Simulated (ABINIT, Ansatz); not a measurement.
**Re (Rhenium): from the cell to the phonon bands**

Aim: the phonon dispersion of Re (Rhenium), checked by a second program.

Program: ABINIT 10.8.3. Level of theory: DFT LDA, scalar-relativistic, plane waves, PseudoDojo norm-conserving pseudopotentials. Results are calculated unless marked as measured.

### Step 1. The starting structure

The structure is hexagonal, space group P6_3/mmc (No. 194). Conventional cell: a = 2.761 Å, b = 2.761 Å, c = 4.458 Å, α = 90.00°, β = 90.00°, γ = 120.00°. Re has 12 Re at 2.74 to 2.76 Å nearest.

Structure file:

```cif
data_structure
_symmetry_space_group_name_H-M 'P 1'
_symmetry_Int_Tables_number 1
_cell_length_a 2.7608
_cell_length_b 2.7608
_cell_length_c 4.4582
_cell_angle_alpha 90.000
_cell_angle_beta 90.000
_cell_angle_gamma 120.000
_cell_volume 29.43
loop_
_atom_site_label
_atom_site_type_symbol
_atom_site_fract_x
_atom_site_fract_y
_atom_site_fract_z
_atom_site_occupancy
Re1 Re 0.33333 0.66667 0.25000 1
Re2 Re 0.66667 0.33333 0.75000 1
```

### Step 2. A probe with smearing

A first run with smearing and empty bands tells whether the crystal has a gap, which decides between fixed occupations and smearing later on.

probe.abi reads:

```
# ground state
tolvrs 1.0d-08
prtden 1
prtwf 1

# basis, mesh and filling
ecut 30.0
ngkpt 9 9 4
nshiftk 1
shiftk 0.0 0.0 0.0
istwfk *1
occopt 7
tsmear 0.005
nband 23
nstep 100
diemac 9.0
prtebands 0
prtgsr 0

# cell and atoms
acell 3*1.0 Angstrom
rprim 
    2.7608 0.0 0.0
    -1.3804 2.390922935 0.0
    0.0 0.0 4.4582
ntypat 1
znucl 75
natom 2
typat 1 1
xred 
    1/3 2/3 0.25
    2/3 1/3 0.75
pp_dirpath "./pseudo"
pseudos "Re.upf"
```

On the command line:

```bash
> OMP_NUM_THREADS=1 mpirun -n 16 abinit probe.abi > probe.log
```

Numbers of over 12 decimals in the logs are rounded to 6 here.

probe.abo, the main output file:

```text
[banners, grids, parts of the stress and lines that vanish by symmetry left out]
- input  file    -> probe.abi
- output file    -> probe.abo
- root for input  files -> probei
[...]
Symmetries : space group P6_3/m m c (#194); Bravais hP (primitive hexag.)
[...]
mpw =        1576          nfft =       32805          nkpt =          36
[...]
== DATASET  1 ==================================================================
[...]
-    --> not optimal distribution: autoparal keyword recommended in input file <--
[...]
cutoff_energies: {ecut:  30.0, pawecutdg:  -1.0, }
[...]
ETOT  1  -173.66276777569    -1.737E+02 1.111E-01 3.824E+01
 ETOT  2  -173.74705767275    -8.429E-02 2.045E-02 8.421E+00
 ETOT  3  -173.74981147996    -2.754E-03 8.297E-03 2.822E-03
 ETOT  4  -173.74981527558    -3.796E-06 1.655E-03 3.019E-05
 ETOT  5  -173.74981528499    -9.411E-09 3.870E-04 1.847E-06
 ETOT  6  -173.74981528570    -7.111E-10 6.125E-04 4.337E-09
 At SCF step    6       vres2   =  4.34E-09 < tolvrs=  1.00E-08 =>converged.
[...]
sigma(1 1)=  3.82327700E-04  sigma(3 2)=  0.00000000E+00
  sigma(2 2)=  3.82327692E-04  sigma(3 1)=  0.00000000E+00
  sigma(3 3)=  3.97210833E-04  sigma(2 1)=  0.00000000E+00
[...]
convergence: {deltae: -7.111E-10, res2:  4.337E-09, residm:  6.125E-04, diffor: null, }
etotal    :  -1.73749815E+02
[...]
sigma(1 1)=  3.82327700E-04  sigma(3 2)=  0.00000000E+00
  sigma(2 2)=  3.82327692E-04  sigma(3 1)=  0.00000000E+00
  sigma(3 3)=  3.97210833E-04  sigma(2 1)=  0.00000000E+00
[...]
- sigma(1 1)=  1.12484693E+01  sigma(3 2)=  0.00000000E+00
- sigma(2 2)=  1.12484690E+01  sigma(3 1)=  0.00000000E+00
- sigma(3 3)=  1.16863462E+01  sigma(2 1)=  0.00000000E+00
[...]
fcart     -0.0000000000E+00 -0.0000000000E+00 -1.6364045623E-26
           strten      3.8232769979E-04  3.8232769168E-04  3.9721083328E-04
================================================================================

[key lines of the parts left out:]
pressure_GPa:  -1.1394E+01
```

Run time: 4.8 s. Hardware: 16 MPI ranks of Arm Neoverse V1, shared host.

Read from the output:

| Property | Result |
| --- | --- |
| volume per atom | 14.71 Å³ |
| pressure | -11.39 GPa |
| gap on the k-mesh | 0 eV |

No gap opens on this mesh, so smearing is kept; the printed pressure holds the stress of the finite basis too.

### Step 3. Relaxation

The harmonic expansion needs vanishing forces, and a free crystal bears no stress, so cell and atoms are brought to rest. Stress is more sensitive to the basis than forces are: the last 3 Ha under the cutoff are smoothed with ecutsm, and the cutoff is raised above that of the later runs.

relax.abi reads:

```
# relaxation
ionmov 2
optcell 2
dilatmx 1.08
ntime 40
tolmxf 1.0d-05
tolvrs 1.0d-14
prtwf 0
prtden 0
chksymtnons 0

# basis, mesh and filling
ecut 38.0
ecutsm 3.0
ngkpt 12 12 6
nshiftk 1
shiftk 0.0 0.0 0.0
istwfk *1
occopt 7
tsmear 0.01
nband 23
nstep 100
diemac 1000000.0
prtebands 0
prtgsr 0

# cell and atoms
acell 3*1.0 Angstrom
rprim 
    2.7608 0.0 0.0
    -1.3804 2.390922935 0.0
    0.0 0.0 4.4582
ntypat 1
znucl 75
natom 2
typat 1 1
xred 
    1/3 2/3 0.25
    2/3 1/3 0.75
pp_dirpath "./pseudo"
pseudos "Re.upf"
```

On the command line:

```bash
> OMP_NUM_THREADS=1 mpirun -n 16 abinit relax.abi > relax.log
```

relax.abo, the main output file:

```text
[banners, grids, parts of the stress and lines that vanish by symmetry left out]
- input  file    -> relax.abi
- output file    -> relax.abo
- root for input  files -> relaxi
[...]
Symmetries : space group P6_3/m m c (#194); Bravais hP (primitive hexag.)
[...]
mpw =        2826          nfft =       55296          nkpt =          76
[...]
== DATASET  1 ==================================================================
[...]
cutoff_energies: {ecut:  38.0, pawecutdg:  -1.0, }
[...]
ETOT  1  -173.65822039211    -1.737E+02 2.856E-01 6.372E+01
 ETOT  2  -173.74898047803    -9.076E-02 1.510E-01 1.039E+01
 ETOT  3  -173.75102911005    -2.049E-03 1.371E-02 1.607E-03
 ETOT  4  -173.75103095289    -1.843E-06 6.868E-03 6.567E-05
 ETOT  5  -173.75103096391    -1.102E-08 1.517E-03 7.369E-08
[...]
At SCF step    9       vres2   =  5.90E-16 < tolvrs=  1.00E-14 =>converged.
[...]
sigma(1 1)=  3.57855782E-04  sigma(3 2)=  0.00000000E+00
  sigma(2 2)=  3.57855774E-04  sigma(3 1)=  0.00000000E+00
  sigma(3 3)=  3.51588002E-04  sigma(2 1)=  0.00000000E+00
[...]
convergence: {deltae: -1.336E-12, res2:  5.899E-16, residm:  1.237E-03, diffor: null, }
etotal    :  -1.73751031E+02
[...]
ETOT  1  -173.74520102767    -1.737E+02 8.018E+05 3.685E+01
[...]
At SCF step    9       vres2   =  2.43E-17 < tolvrs=  1.00E-14 =>converged.
[...]
sigma(1 1)= -6.36063873E-05  sigma(3 2)=  0.00000000E+00
  sigma(2 2)= -6.36063958E-05  sigma(3 1)=  0.00000000E+00
  sigma(3 3)= -7.11305304E-05  sigma(2 1)=  0.00000000E+00
[...]
convergence: {deltae: -8.242E-13, res2:  2.430E-17, residm:  1.558E-05, diffor: null, }
etotal    :  -1.73751981E+02
[...]
ETOT  1  -173.75185398238    -1.738E+02 1.007E-05 8.651E-01
[...]
At SCF step    8       vres2   =  2.86E-16 < tolvrs=  1.00E-14 =>converged.
[...]
sigma(1 1)=  3.82833641E-06  sigma(3 2)=  0.00000000E+00
  sigma(2 2)=  3.82832792E-06  sigma(3 1)=  0.00000000E+00
  sigma(3 3)= -2.75979899E-07  sigma(2 1)=  0.00000000E+00
[...]
convergence: {deltae: -9.663E-13, res2:  2.862E-16, residm:  5.370E-07, diffor: null, }
etotal    :  -1.73752011E+02
[...]
ETOT  1  -173.75201108670    -1.738E+02 2.115E-04 1.592E-03
[...]
At SCF step    7       vres2   =  5.34E-16 < tolvrs=  1.00E-14 =>converged.
[...]
sigma(1 1)=  8.21033605E-07  sigma(3 2)=  0.00000000E+00
  sigma(2 2)=  8.21025114E-07  sigma(3 1)=  0.00000000E+00
  sigma(3 3)= -1.42713308E-06  sigma(2 1)=  0.00000000E+00
[...]
convergence: {deltae:  1.194E-12, res2:  5.338E-16, residm:  4.777E-08, diffor: null, }
etotal    :  -1.73752011E+02
[...]
ETOT  1  -173.75201131718    -1.738E+02 1.477E-05 4.691E-04
[...]
At SCF step    7       vres2   =  1.46E-16 < tolvrs=  1.00E-14 =>converged.
[...]
sigma(1 1)= -7.48502869E-08  sigma(3 2)=  0.00000000E+00
  sigma(2 2)= -7.48587786E-08  sigma(3 1)=  0.00000000E+00
  sigma(3 3)= -6.87370829E-07  sigma(2 1)=  0.00000000E+00
[...]
convergence: {deltae: -1.307E-12, res2:  1.456E-16, residm:  1.972E-09, diffor: null, }
etotal    :  -1.73752011E+02
[...]
ETOT  1  -173.75201140292    -1.738E+02 4.686E-09 6.730E-05
[...]
ETOT  5  -173.75201141651     1.251E-12 1.119E-09 2.767E-12
 ETOT  6  -173.75201141651    -4.263E-13 3.078E-10 4.748E-15
 At SCF step    6       vres2   =  4.75E-15 < tolvrs=  1.00E-14 =>converged.
[...]
sigma(1 1)= -6.65125090E-08  sigma(3 2)=  0.00000000E+00
  sigma(2 2)= -6.65210004E-08  sigma(3 1)=  0.00000000E+00
  sigma(3 3)= -9.45191488E-08  sigma(2 1)=  0.00000000E+00
[...]
convergence: {deltae: -4.263E-13, res2:  4.748E-15, residm:  3.078E-10, diffor: null, }
etotal    :  -1.73752011E+02
[...]
At Broyd/MD step   6, gradients are converged :
[...]
sigma(1 1)= -6.65125090E-08  sigma(3 2)=  0.00000000E+00
  sigma(2 2)= -6.65210004E-08  sigma(3 1)=  0.00000000E+00
  sigma(3 3)= -9.45191488E-08  sigma(2 1)=  0.00000000E+00
[...]
- sigma(1 1)= -1.95686557E-03  sigma(3 2)=  0.00000000E+00
- sigma(2 2)= -1.95711540E-03  sigma(3 1)=  0.00000000E+00
- sigma(3 3)= -2.78084937E-03  sigma(2 1)=  0.00000000E+00
[...]
fcart     -0.0000000000E+00 -0.0000000000E+00 -0.0000000000E+00
           strten     -6.6512508952E-08 -6.6521000396E-08 -9.4519148813E-08
================================================================================

[key lines of the parts left out:]
pressure_GPa:   2.2316E-03
Total energy (etotal) [Ha]= -1.73752011416510E+02
```

Run time: 50 s. Hardware: 16 MPI ranks; 13 min of CPU time.

Step by step:

| step | energy less that of the first step (eV) | largest force (eV/Å) | volume (Å³) |
| --- | --- | --- | --- |
| 1 | 0.0000 | 0.0000 | 29.43 |
| 2 | -0.0259 | 0.0000 | 28.50 |
| 3 | -0.0267 | 0.0000 | 28.64 |
| 4 | -0.0267 | 0.0000 | 28.63 |
| 5 | -0.0267 | 0.0000 | 28.63 |
| 6 | -0.0267 | 0.0000 | 28.63 |

| conventional cell, symmetrised | before | after | change |
| --- | --- | --- | --- |
| a (Å) | 2.761 | 2.735 | -0.9 % |
| b (Å) | 2.761 | 2.735 | -0.9 % |
| c (Å) | 4.458 | 4.419 | -0.9 % |
| volume (Å³/atom) | 14.71 | 14.32 | -2.7 % |

The relaxed structure:

```
Re
1.0
     2.73508    0.00000    0.00000
    -1.36754    2.36865    0.00000
     0.00000    0.00000    4.41947
Re
2
Direct
  0.33333 0.66667 0.25000
  0.66667 0.33333 0.75000
```

Numbers from this step:

```yaml
volume_per_atom: 14.32 Å³
pressure: 0.002232 GPa
```

The volume changes by -2.7 % in this run and stands -2.7 % from the first cell.

### Step 4. Self-consistent run for the response

First-order wavefunctions inherit every error of the ground state, hence the very tight tolvrs. Smearing stays on, as the first look found no gap above 0.3 eV.

gs.abi reads:

```
# ground state
tolvrs 1.0d-16
prtden 1
prtwf 1

# basis, mesh and filling
ecut 30.0
ngkpt 12 12 6
nshiftk 1
shiftk 0.0 0.0 0.0
istwfk *1
occopt 7
tsmear 0.01
nband 23
nstep 100
diemac 1000000.0
prtebands 0
prtgsr 0

# cell and atoms
acell 3*1.0 Angstrom
rprim 
    2.735077554 0.0 0.0
    -1.367538777 2.368646643 0.0
    0.0 0.0 4.419468137
ntypat 1
znucl 75
natom 2
typat 1 1
xred 
    1/3 2/3 0.25
    2/3 1/3 0.75
pp_dirpath "./pseudo"
pseudos "Re.upf"
```

On the command line:

```bash
> OMP_NUM_THREADS=1 mpirun -n 16 abinit gs.abi > gs.log
```

gs.abo, the main output file:

```text
[banners, grids, parts of the stress and lines that vanish by symmetry left out]
- input  file    -> gs.abi
- output file    -> gs.abo
- root for input  files -> gsi
[...]
Symmetries : space group P6_3/m m c (#194); Bravais hP (primitive hexag.)
[...]
mpw =        1542          nfft =       32805          nkpt =          76
[...]
== DATASET  1 ==================================================================
[...]
cutoff_energies: {ecut:  30.0, pawecutdg:  -1.0, }
[...]
ETOT  1  -173.67241940922    -1.737E+02 1.734E-01 3.624E+01
 ETOT  2  -173.74973794531    -7.732E-02 2.032E-02 5.835E+00
 ETOT  3  -173.75163368737    -1.896E-03 2.295E-03 1.765E-03
 ETOT  4  -173.75163476073    -1.073E-06 2.101E-03 2.964E-05
 ETOT  5  -173.75163476765    -6.917E-09 1.374E-03 8.828E-08
[...]
ETOT  9  -173.75163476767    -1.137E-13 5.883E-04 1.231E-16
 ETOT 10  -173.75163476767     6.537E-13 1.161E-03 8.759E-19
 At SCF step   10       vres2   =  8.76E-19 < tolvrs=  1.00E-16 =>converged.
[...]
sigma(1 1)=  1.93880293E-05  sigma(3 2)=  0.00000000E+00
  sigma(2 2)=  1.93880324E-05  sigma(3 1)=  0.00000000E+00
  sigma(3 3)=  1.92882808E-05  sigma(2 1)=  0.00000000E+00
[...]
convergence: {deltae:  6.537E-13, res2:  8.759E-19, residm:  1.161E-03, diffor: null, }
etotal    :  -1.73751635E+02
[...]
sigma(1 1)=  1.93880293E-05  sigma(3 2)=  0.00000000E+00
  sigma(2 2)=  1.93880324E-05  sigma(3 1)=  0.00000000E+00
  sigma(3 3)=  1.92882808E-05  sigma(2 1)=  0.00000000E+00
[...]
- sigma(1 1)=  5.70415516E-01  sigma(3 2)=  0.00000000E+00
- sigma(2 2)=  5.70415608E-01  sigma(3 1)=  0.00000000E+00
- sigma(3 3)=  5.67480813E-01  sigma(2 1)=  0.00000000E+00
[...]
fcart      4.1677399197E-28 -4.8124915293E-28 -0.0000000000E+00
           strten      1.9388029307E-05  1.9388032435E-05  1.9288280782E-05
================================================================================

[key lines of the parts left out:]
pressure_GPa:  -5.6944E-01
```

Elapsed: 9.1 s, on 16 MPI ranks; 2.4 min of CPU time.

Numbers from this step:

```yaml
pressure: -0.5694 GPa
```

The cell stands at -0.57 GPa: the relaxation ran with a smoothed and higher cutoff, and the difference is a stress of the finite basis.

(Part 1 of 4 ends here.)

[Host names and launcher messages were left out of these logs when they were recorded.]

[Logs are printed without paths, hosts, clocks, repeated set-up lines and the standing remarks that a program may print on its own settings, such as how far it seeks lower states.]

[Hosts, paths, dates, database ids (printed as entryN), source tags and the programs' standing remarks are cut or masked in the printed files.]
